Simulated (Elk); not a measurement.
Planning a run of Elk 11.2.3 (patched build) on NaCl (Fm-3m). The input:

```
tasks
  180

xctype
  20

rgkmax
  8.5

gmaxvr
  18.0

lmaxapw
  10

lmaxo
  8

nxlo
  2

lorbcnd
  .true.

autolinengy
  .true.

tshift
  .false.

ngridk
  4 4 4

vkloff
  0.05 0.15 0.25

nempty
  10

swidth
  0.00551

scissor
  0.11882

gmaxrf
  2.5

wplot
  347 100 0
  0.0 0.6387

optcomp
  1 1
  2 2
  3 3

sppath
  './'

avec
  0.0000000000 5.3101304102 5.3101304102
  5.3101304102 0.0000000000 5.3101304102
  5.3101304102 5.3101304102 0.0000000000

atoms
  2
  'Na.in'
  1
  0.0000000000 0.0000000000 0.0000000000
  'Cl.in'
  1
  0.5000000000 0.5000000000 0.5000000000
```

The database entry behind the starting cell differs from later determinations by our own check (an axis about 0.4 % short against later determinations), so it need not match the best structure at ambient conditions.

```sh
OMP_NUM_THREADS=8 elk > log
```

Q: Estimate wall time and host memory on 8 threads of Arm Neoverse V2, shared host.

It took 17 s; on shared hardware allow 8.3 s to 33 s. Peak host memory was 0.16 GiB.

[Paths, hosts, dates, memory and timing lines, banners, echoed tables and standing remarks are left out of the program output.]

[Logs are printed without paths, hosts, clocks, repeated set-up lines and the standing remarks that a program may print on its own settings, such as how far it seeks lower states.]

[Runs of the session that timed out or met a known fault of the program may be left out.]

[Hosts, paths, dates, database ids (printed as entryN), source tags and the programs' standing remarks are cut or masked in the printed files.]
